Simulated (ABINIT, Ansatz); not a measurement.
# A GW chain in ABINIT: TiO2 (Anatase), part 2 of 3

Wanted: ground state, empty states, screening and self-energy for TiO2 (Anatase).

ABINIT 10.8.3; PBE and many-body steps on it, plane waves. Known limits of the many-body steps: not at the basis limit.

So far. Step 2 (Ground state): The gap is indirect, with the least direct gap 0.31 eV higher.

## 3. Bands along the symmetry lines

Level of this step: DFT, PBE, plane waves, norm-conserving pseudopotentials (ABINIT).

Levels along a band path, at the cheap level, show where the edges lie and whether the meshes to come will hold them.

File run.abi:

```
acell 3*1.0 Angstrom
rprim 
  -1.892100000000 1.892100000000 4.757300000000
  1.892100000000 -1.892100000000 4.757300000000
  1.892100000000 1.892100000000 -4.757300000000
ntypat 2
znucl 22 8
natom 6
typat 1 1 2 2 2 2
xred 
  0.000000000000 0.000000000000 0.000000000000
  0.750000000000 0.250000000000 0.500000000000
  0.208100000000 0.208100000000 0.000000000000
  0.958100000000 0.458100000000 0.500000000000
  0.541900000000 0.041900000000 0.500000000000
  0.791900000000 0.791900000000 0.000000000000
pp_dirpath "pseudos"
pseudos "Ti.upf, O.upf"
ecut 38
iscf -2
irdden 1
kptopt 0
nkpt 76
kpt 
  0.00000000 0.00000000 0.00000000
  0.00000000 0.00000000 0.06250000
  0.00000000 0.00000000 0.12500000
  0.00000000 0.00000000 0.18750000
  0.00000000 0.00000000 0.25000000
  0.00000000 0.00000000 0.31250000
  0.00000000 0.00000000 0.37500000
  0.00000000 0.00000000 0.43750000
  0.00000000 0.00000000 0.50000000
  0.03125000 0.03125000 0.46875000
  0.06250000 0.06250000 0.43750000
  0.09375000 0.09375000 0.40625000
  0.12500000 0.12500000 0.37500000
  0.15625000 0.15625000 0.34375000
  0.18750000 0.18750000 0.31250000
  0.21875000 0.21875000 0.28125000
  0.25000000 0.25000000 0.25000000
  0.21875000 0.28125000 0.21875000
  0.18750000 0.31250000 0.18750000
  0.15625000 0.34375000 0.15625000
  0.12500000 0.37500000 0.12500000
  0.09375000 0.40625000 0.09375000
  0.06250000 0.43750000 0.06250000
  0.03125000 0.46875000 0.03125000
  0.00000000 0.50000000 0.00000000
  0.00000000 0.43750000 0.00000000
  0.00000000 0.37500000 0.00000000
  0.00000000 0.31250000 0.00000000
  0.00000000 0.25000000 0.00000000
  0.00000000 0.18750000 0.00000000
  0.00000000 0.12500000 0.00000000
  0.00000000 0.06250000 0.00000000
  0.00000000 0.00000000 0.00000000
  0.06250000 0.06250000 -0.06250000
  0.12500000 0.12500000 -0.12500000
  0.18750000 0.18750000 -0.18750000
  0.25000000 0.25000000 -0.25000000
  0.31250000 0.31250000 -0.31250000
  0.37500000 0.37500000 -0.37500000
  0.43750000 0.43750000 -0.43750000
  0.50000000 0.50000000 -0.50000000
  0.47369330 0.52630670 -0.47369330
  0.44738660 0.55261340 -0.44738660
  0.42107990 0.57892010 -0.42107990
  0.39477321 0.60522679 -0.39477321
  0.36846651 0.63153349 -0.36846651
  0.34215981 0.65784019 -0.34215981
  0.31585311 0.68414689 -0.31585311
  0.28954641 0.71045359 -0.28954641
  -0.28954641 0.28954641 0.28954641
  -0.25335311 0.25335311 0.25335311
  -0.21715981 0.21715981 0.21715981
  -0.18096651 0.18096651 0.18096651
  -0.14477320 0.14477320 0.14477320
  -0.10857990 0.10857990 0.10857990
  -0.07238660 0.07238660 0.07238660
  -0.03619330 0.03619330 0.03619330
  0.00000000 0.00000000 0.00000000
  0.00000000 0.00000000 0.50000000
  -0.00988660 0.00988660 0.50000000
  -0.01977321 0.01977321 0.50000000
  -0.02965981 0.02965981 0.50000000
  -0.03954642 0.03954642 0.50000000
  -0.04943302 0.04943302 0.50000000
  -0.05931962 0.05931962 0.50000000
  -0.06920623 0.06920623 0.50000000
  -0.07909283 0.07909283 0.50000000
  0.50000000 0.50000000 -0.07909283
  0.50000000 0.50000000 -0.13170623
  0.50000000 0.50000000 -0.18431962
  0.50000000 0.50000000 -0.23693302
  0.50000000 0.50000000 -0.28954642
  0.50000000 0.50000000 -0.34215981
  0.50000000 0.50000000 -0.39477321
  0.50000000 0.50000000 -0.44738660
  0.50000000 0.50000000 -0.50000000
istwfk *1
nband 31
nbdbuf 2
tolwfr 1e-08
nstep 40
prtwf 0
prtvol 0
indata_prefix "in"
outdata_prefix "out"
tmpdata_prefix "tmp"
```

On the command line:

```sh
$ OMP_NUM_THREADS=1 mpirun -n 4 abinit run.abi > log
```

Numbers of over 12 decimals in the logs are rounded to 6 here.

Log:

```text
.Version 10.8.3 of ABINIT. v10.8.2 released Aug 2026.

 Symmetries : space group I4_1/a m d (#141); Bravais tI (body-center tetrag.)
[... echo of the input left out ...]
== DATASET  1 ==================================================================
-   mpi_nproc: 4, omp_nthreads: 1 (-1 if OMP is not activated)

--- !DatasetInfo
iteration_state: {dtset: 1, }
dimensions: {natom: 6, nkpt: 76, mband: 31, nsppol: 1, nspinor: 1, nspden: 1, mpw: 5174, }
cutoff_energies: {ecut:  38.0, pawecutdg:  -1.0, }
electrons: {nelect:   4.80000000E+01, charge:   0.00000000E+00, occopt:   1.00000000E+00, tsmear:   1.00000000E-02, }

 Real(R)+Recip(G) space primitive vectors, cartesian coordinates (Bohr,Bohr^-1):
 R(1)= -3.5755508  3.5755508  8.9899941  G(1)=  0.0000000  0.1398386  0.0556174
 R(2)=  3.5755508 -3.5755508  8.9899941  G(2)=  0.1398386  0.0000000  0.0556174
 R(3)=  3.5755508  3.5755508 -8.9899941  G(3)=  0.1398386  0.1398386  0.0000000
 Unit cell volume ucvol=  4.5973260E+02 bohr^3
 Angles (23,13,12)=  1.39434593E+02  1.39434593E+02  5.87128032E+01 degrees

 getcut: wavevector=  0.0000  0.0000  0.0000  ngfft=  60  60  60
         ecut(hartree)=     38.000   => boxcut(ratio)=   2.09654

--- Pseudopotential description ------------------------------------------------
- Ti Generated using ONCVPSP code by D. R. Hamann
- 22.00000  12.00000  171031                  znucl, zion, pspdat
12 -101130 2 -1 1586                          pspcod,pspxc,lmax,lloc,mmax
     nproj     2     2     2
  pspatm : epsatm=   14.68144553
         --- l  ekb(1:nproj) -->
             0   11.362348    1.263639
             1    1.975402   -0.084666
             2   -5.186090   -1.477451
 pspatm: atomic psp has been read  and splines computed

- O Generated using ONCVPSP code by D. R. Hamann
-  8.00000   6.00000  171031                  znucl, zion, pspdat
12 -101130 2 -1 936                           pspcod,pspxc,lmax,lloc,mmax
     nproj     2     2     1
  pspatm : epsatm=    6.19545534
         --- l  ekb(1:nproj) -->
[...]
2   -1.331955
 pspatm: atomic psp has been read  and splines computed

--------------------------------------------------------------------------------

================================================================================
 prteigrs : about to open file out_EIG
 Non-SCF case, kpt    1 (  0.00000  0.00000  0.00000), residuals and eigenvalues=
  8.80E-09  3.41E-09  8.12E-09  4.55E-09  6.70E-09  5.07E-09  6.60E-09  2.55E-09
  8.75E-09  6.50E-09  4.37E-09  5.19E-09  3.05E-09  4.58E-09  9.65E-09  3.99E-09
  5.15E-09  5.34E-09  9.92E-09  4.23E-09  6.85E-09  4.27E-09  4.12E-09  6.23E-09
  6.43E-09  8.56E-09  9.13E-09  6.72E-09  6.84E-09  6.92E-09  9.76E-05
 -1.9185E+00 -1.9163E+00 -1.0546E+00 -1.0458E+00 -1.0458E+00 -1.0432E+00
 -1.0432E+00 -1.0400E+00 -4.9493E-01 -4.5758E-01 -4.5221E-01 -4.3977E-01
[...]
1.0230E-01  1.0230E-01  1.0539E-01  1.0539E-01  1.4716E-01  1.4716E-01
  2.4407E-01  2.4407E-01  2.9217E-01  2.9217E-01  3.0912E-01  3.0912E-01
  3.3636E-01

--- !ResultsGS
iteration_state: {dtset: 1, }
comment   : Summary of ground state results
lattice_vectors:
- [ -3.5755508,   3.5755508,   8.9899941, ]
- [  3.5755508,  -3.5755508,   8.9899941, ]
- [  3.5755508,   3.5755508,  -8.9899941, ]
lattice_lengths: [  10.31451,   10.31451,   10.31451, ]
lattice_angles: [139.435, 139.435,  58.713, ] # degrees, (23, 13, 12)
lattice_volume:   4.5973260E+02
convergence: {deltae:  0.000E+00, res2:  0.000E+00, residm:  9.996E-09, diffor:  0.000E+00, }
etotal    :  -1.85216948E+02
entropy   :   0.00000000E+00
fermie    :   1.50508157E-01
cartesian_stress_tensor: null
pressure_GPa: null
xred      :
- [  0.0000E+00,   0.0000E+00,   0.0000E+00, Ti]
- [  7.5000E-01,   2.5000E-01,   5.0000E-01, Ti]
- [  2.0810E-01,   2.0810E-01,  -3.2879E-19,  O]
- [  9.5810E-01,   4.5810E-01,   5.0000E-01,  O]
- [  5.4190E-01,   4.1900E-02,   5.0000E-01,  O]
- [  7.9190E-01,   7.9190E-01,  -1.2512E-18,  O]
cartesian_forces: null
force_length_stats: {min: null, max: null, mean: null, }

 Integrated electronic density in atomic spheres:
 ------------------------------------------------
 Atom  Sphere_radius  Integrated_density
[...]
================================================================================

 ----iterations are completed or convergence reached----

 Mean square residual over all n,k,spin=   62.310E-10; max=  99.956E-10
 reduced coordinates (array xred) for    6 atoms
[...]
0.541900000000      0.041900000000      0.500000000000
       0.791900000000      0.791900000000     -0.000000000000

 cartesian coordinates (angstrom) at end:
    1      0.000000     0.000000     0.000000
    2      0.000000     1.892100     2.378650
    3      0.000000    -0.000000     1.979988
    4      0.000000     1.892100     4.358638
    5     -0.000000     1.892100     0.398662
    6      0.000000    -0.000000     7.534612
 length scales=  1.889726125908  1.889726125908  1.889726125908 bohr
              =  1.000000000000  1.000000000000  1.000000000000 angstroms
 prteigrs : about to open file out_EIG
 Eigenvalues (hartree) for nkpt=  76  k points:
 kpt#   1, nband= 31, wtk=  1.00000, kpt=  0.0000  0.0000  0.0000 (reduced coord)
[...]
kpt#   2, nband= 31, wtk=  1.00000, kpt=  0.0000  0.0000  0.0625 (reduced coord)
[...]
kpt#   3, nband= 31, wtk=  1.00000, kpt=  0.0000  0.0000  0.1250 (reduced coord)
[...]
kpt#  75, nband= 31, wtk=  1.00000, kpt=  0.5000  0.5000 -0.4474 (reduced coord)
[...]
0.24693    0.24693    0.29047    0.29047    0.30424    0.30424    0.34251
 kpt#  76, nband= 31, wtk=  1.00000, kpt=  0.5000  0.5000 -0.5000 (reduced coord)
[...]
-0.47333   -0.47333   -0.44981   -0.44981    0.01469    0.01469    0.01653    0.01653
   0.07689    0.07689    0.10230    0.10230    0.10539    0.10539    0.14716    0.14716
   0.24407    0.24407    0.29217    0.29217    0.30912    0.30912    0.33636

== END DATASET(S) ==============================================================
================================================================================

 -outvars: echo values of variables after computation  --------
            nband          31
             nkpt          76
          spgroup         141
 [... the other variables as echoed above ...]

 Calculation completed.
```

Wall time 3.1 min (4 MPI ranks of Arm Neoverse V1, shared host); peak memory 0.5 GiB; 13 min of CPU time.

This step gave:

| Property | Result |
| --- | --- |
| gap | 2.141 eV |
| k of the valence top | 0, 0, 0.4375 |
| k of the conduction bottom | 0, 0, 0 |
| least direct gap | 2.492 eV |

The gap is 2.141 eV, −0.045 eV from the run before at this level.

Electronic bands along the path, in eV, zero at the top of the highest filled band:

| point | band 21 | band 22 | band 23 | band 24 | band 25 | band 26 | band 27 | band 28 |
| --- | --- | --- | --- | --- | --- | --- | --- | --- |
| Γ | -0.78 | -0.78 | -0.48 | -0.48 | 2.14 | 2.89 | 4.02 | 4.02 |
| halfway | -1.84 | -0.96 | -0.61 | -0.25 | 3.01 | 3.16 | 3.54 | 3.77 |
| X | -2.07 | -2.07 | -0.05 | -0.05 | 3.38 | 3.38 | 3.85 | 3.85 |
| halfway | -1.81 | -1.81 | -0.14 | -0.14 | 3.45 | 3.45 | 3.78 | 3.78 |
| P | -1.60 | -1.60 | -0.24 | -0.24 | 3.61 | 3.61 | 3.64 | 3.64 |
| halfway | -1.90 | -0.97 | -0.60 | -0.35 | 3.18 | 3.32 | 3.71 | 3.73 |
| N | -1.96 | -0.95 | -0.86 | -0.65 | 3.27 | 3.58 | 3.60 | 3.70 |
| halfway | -1.35 | -0.80 | -0.80 | -0.53 | 3.00 | 3.26 | 3.36 | 3.64 |
| Γ | -0.78 | -0.78 | -0.48 | -0.48 | 2.14 | 2.89 | 4.02 | 4.02 |
| halfway | -1.08 | -1.08 | -0.25 | -0.25 | 2.24 | 2.77 | 3.86 | 3.86 |
| M | -1.27 | -1.27 | -0.14 | -0.14 | 2.50 | 2.50 | 3.81 | 3.81 |
| halfway | -1.32 | -0.72 | -0.61 | -0.57 | 2.76 | 3.23 | 3.44 | 3.58 |
| S | -1.20 | -0.94 | -0.91 | -0.84 | 3.24 | 3.52 | 3.60 | 3.66 |
| jump to S0 | -1.20 | -0.94 | -0.91 | -0.84 | 3.24 | 3.52 | 3.60 | 3.66 |
| halfway | -1.49 | -0.92 | -0.84 | -0.58 | 3.15 | 3.34 | 3.37 | 3.66 |
| Γ | -0.78 | -0.78 | -0.48 | -0.48 | 2.14 | 2.89 | 4.02 | 4.02 |
| jump to X | -2.07 | -2.07 | -0.05 | -0.05 | 3.38 | 3.38 | 3.85 | 3.85 |
| halfway | -2.02 | -2.02 | -0.06 | -0.06 | 3.37 | 3.37 | 3.83 | 3.83 |
| R | -1.91 | -1.91 | -0.09 | -0.09 | 3.35 | 3.35 | 3.79 | 3.79 |
| jump to G | -1.91 | -1.91 | -0.09 | -0.09 | 3.35 | 3.35 | 3.79 | 3.79 |
| halfway | -1.09 | -1.09 | -0.53 | -0.53 | 3.08 | 3.08 | 3.58 | 3.58 |
| M | -1.27 | -1.27 | -0.14 | -0.14 | 2.50 | 2.50 | 3.81 | 3.81 |

## 4. Empty states on the mesh, 4×4×4 mesh, 249 bands

The sums over transitions need many empty states on a uniform mesh; this step solves for them.

File run.abi:

```
acell 3*1.0 Angstrom
rprim 
  -1.892100000000 1.892100000000 4.757300000000
  1.892100000000 -1.892100000000 4.757300000000
  1.892100000000 1.892100000000 -4.757300000000
ntypat 2
znucl 22 8
natom 6
typat 1 1 2 2 2 2
xred 
  0.000000000000 0.000000000000 0.000000000000
  0.750000000000 0.250000000000 0.500000000000
  0.208100000000 0.208100000000 0.000000000000
  0.958100000000 0.458100000000 0.500000000000
  0.541900000000 0.041900000000 0.500000000000
  0.791900000000 0.791900000000 0.000000000000
pp_dirpath "pseudos"
pseudos "Ti.upf, O.upf"
ecut 38
ngkpt 4 4 4
nshiftk 1
shiftk 0 0 0
kptopt 1
chksymbreak 0
iscf -2
irdden 1
istwfk *1
nband 249
nbdbuf 22
tolwfr 1e-09
nstep 60
prtvol 0
indata_prefix "in"
outdata_prefix "out"
tmpdata_prefix "tmp"
```

Log:

```text
.Version 10.8.3 of ABINIT. v10.8.2 released Aug 2026.

 Symmetries : space group I4_1/a m d (#141); Bravais tI (body-center tetrag.)
[... echo of the input left out ...]
== DATASET  1 ==================================================================
-   mpi_nproc: 4, omp_nthreads: 1 (-1 if OMP is not activated)

--- !DatasetInfo
iteration_state: {dtset: 1, }
dimensions: {natom: 6, nkpt: 13, mband: 249, nsppol: 1, nspinor: 1, nspden: 1, mpw: 5174, }
cutoff_energies: {ecut:  38.0, pawecutdg:  -1.0, }
electrons: {nelect:   4.80000000E+01, charge:   0.00000000E+00, occopt:   1.00000000E+00, tsmear:   1.00000000E-02, }

 Real(R)+Recip(G) space primitive vectors, cartesian coordinates (Bohr,Bohr^-1):
 R(1)= -3.5755508  3.5755508  8.9899941  G(1)=  0.0000000  0.1398386  0.0556174
 R(2)=  3.5755508 -3.5755508  8.9899941  G(2)=  0.1398386  0.0000000  0.0556174
 R(3)=  3.5755508  3.5755508 -8.9899941  G(3)=  0.1398386  0.1398386  0.0000000
 Unit cell volume ucvol=  4.5973260E+02 bohr^3
 Angles (23,13,12)=  1.39434593E+02  1.39434593E+02  5.87128032E+01 degrees

 getcut: wavevector=  0.0000  0.0000  0.0000  ngfft=  60  60  60
         ecut(hartree)=     38.000   => boxcut(ratio)=   2.09654

--- Pseudopotential description ------------------------------------------------
- Ti Generated using ONCVPSP code by D. R. Hamann
- 22.00000  12.00000  171031                  znucl, zion, pspdat
12 -101130 2 -1 1586                          pspcod,pspxc,lmax,lloc,mmax
     nproj     2     2     2
  pspatm : epsatm=   14.68144553
         --- l  ekb(1:nproj) -->
             0   11.362348    1.263639
             1    1.975402   -0.084666
             2   -5.186090   -1.477451
 pspatm: atomic psp has been read  and splines computed

- O Generated using ONCVPSP code by D. R. Hamann
-  8.00000   6.00000  171031                  znucl, zion, pspdat
12 -101130 2 -1 936                           pspcod,pspxc,lmax,lloc,mmax
     nproj     2     2     1
  pspatm : epsatm=    6.19545534
         --- l  ekb(1:nproj) -->
[...]
2   -1.331955
 pspatm: atomic psp has been read  and splines computed

--------------------------------------------------------------------------------

================================================================================
 prteigrs : about to open file out_EIG
 Non-SCF case, kpt    1 (  0.00000  0.00000  0.00000), residuals and eigenvalues=
  6.01E-11  6.76E-11  2.56E-10  2.71E-10  1.64E-10  2.39E-10  2.46E-10  2.14E-10
  5.80E-11  8.41E-11  1.21E-10  1.20E-10  1.46E-10  1.47E-10  1.90E-10  1.39E-10
  1.43E-10  2.53E-10  1.61E-10  2.06E-10  1.75E-10  2.61E-10  1.64E-10  1.55E-10
[...]
1.77E-03
 -1.9185E+00 -1.9163E+00 -1.0546E+00 -1.0458E+00 -1.0458E+00 -1.0432E+00
 -1.0432E+00 -1.0400E+00 -4.9493E-01 -4.5758E-01 -4.5221E-01 -4.3977E-01
  7.0812E-03  1.1453E-02  1.1453E-02  2.6319E-02  7.5837E-02  7.5837E-02
[...]
4.3627E+00  4.3627E+00  4.3972E+00  4.4031E+00  4.4081E+00  4.4081E+00
  4.4394E+00  4.4394E+00  4.4404E+00  4.5188E+00  4.5417E+00  4.5454E+00
[...]
prteigrs : prtvol=0 or 1, do not print more k-points.

--- !ResultsGS
iteration_state: {dtset: 1, }
comment   : Summary of ground state results
lattice_vectors:
- [ -3.5755508,   3.5755508,   8.9899941, ]
- [  3.5755508,  -3.5755508,   8.9899941, ]
- [  3.5755508,   3.5755508,  -8.9899941, ]
lattice_lengths: [  10.31451,   10.31451,   10.31451, ]
lattice_angles: [139.435, 139.435,  58.713, ] # degrees, (23, 13, 12)
lattice_volume:   4.5973260E+02
convergence: {deltae:  0.000E+00, res2:  0.000E+00, residm:  9.962E-10, diffor:  0.000E+00, }
etotal    :  -1.85216948E+02
entropy   :   0.00000000E+00
fermie    :   1.50508157E-01
cartesian_stress_tensor: null
pressure_GPa: null
xred      :
- [  0.0000E+00,   0.0000E+00,   0.0000E+00, Ti]
- [  7.5000E-01,   2.5000E-01,   5.0000E-01, Ti]
- [  2.0810E-01,   2.0810E-01,  -3.2879E-19,  O]
- [  9.5810E-01,   4.5810E-01,   5.0000E-01,  O]
- [  5.4190E-01,   4.1900E-02,   5.0000E-01,  O]
- [  7.9190E-01,   7.9190E-01,  -1.2512E-18,  O]
cartesian_forces: null
force_length_stats: {min: null, max: null, mean: null, }

 Integrated electronic density in atomic spheres:
 ------------------------------------------------
 Atom  Sphere_radius  Integrated_density
[...]
================================================================================

 ----iterations are completed or convergence reached----

 Mean square residual over all n,k,spin=   39.206E-11; max=  99.618E-11
 reduced coordinates (array xred) for    6 atoms
[...]
0.541900000000      0.041900000000      0.500000000000
       0.791900000000      0.791900000000     -0.000000000000

 cartesian coordinates (angstrom) at end:
    1      0.000000     0.000000     0.000000
    2      0.000000     1.892100     2.378650
    3      0.000000    -0.000000     1.979988
    4      0.000000     1.892100     4.358638
    5     -0.000000     1.892100     0.398662
    6      0.000000    -0.000000     7.534612
 length scales=  1.889726125908  1.889726125908  1.889726125908 bohr
              =  1.000000000000  1.000000000000  1.000000000000 angstroms
 prteigrs : about to open file out_EIG
 Eigenvalues (hartree) for nkpt=  13  k points:
 kpt#   1, nband=249, wtk=  0.01563, kpt=  0.0000  0.0000  0.0000 (reduced coord)
[...]
4.31828    4.35266    4.36272    4.36272    4.39716    4.40305    4.40812    4.40812
   4.43939    4.43939    4.44039    4.51875    4.54168    4.54539    4.56230    4.56389
   4.57333
 prteigrs : prtvol=0 or 1, do not print more k-points.

== END DATASET(S) ==============================================================
================================================================================

 -outvars: echo values of variables after computation  --------
            nband         249
             nkpt          13
          spgroup         141
 [... the other variables as echoed above ...]

 Calculation completed.
```

Run time: 5.2 min. Hardware: 4 MPI ranks; peak memory 0.63 GiB; 21 min of CPU time.

Numbers from this step:

```yaml
gap: 2.189 eV
k_of_the_valence_top: 0.5, 0.5, 0
k_of_the_conduction_bottom: 0, 0, 0
least_direct_gap: 2.492 eV
k_points_computed: 13
lowest_point_of_the_top_converged_band_above_the_valence_top: 109.4788 eV
```

On this mesh the gap is 2.189 eV.

(Continued in part 3 of 3.)

[Paths, hosts, dates, memory and timing lines, banners, echoed tables and standing remarks are left out of the program output.]

[Logs are printed without paths, hosts, clocks, repeated set-up lines and the standing remarks that a program may print on its own settings, such as how far it seeks lower states.]

[Runs of the session that timed out or met a known fault of the program may be left out.]

[Hosts, paths, dates, database ids (printed as entryN), source tags and the programs' standing remarks are cut or masked in the printed files.]

[G0W0 gaps are taken among the corrected bands and points alone; a level outside them can change the order at an edge.]

[Where Ansatz stands beside ABINIT at settings called matched, ABINIT's density can come from a denser mesh and the files from another edition; pairs whose starting gaps differed by over 0.03 eV were left out, so agreement reads better than it is.]
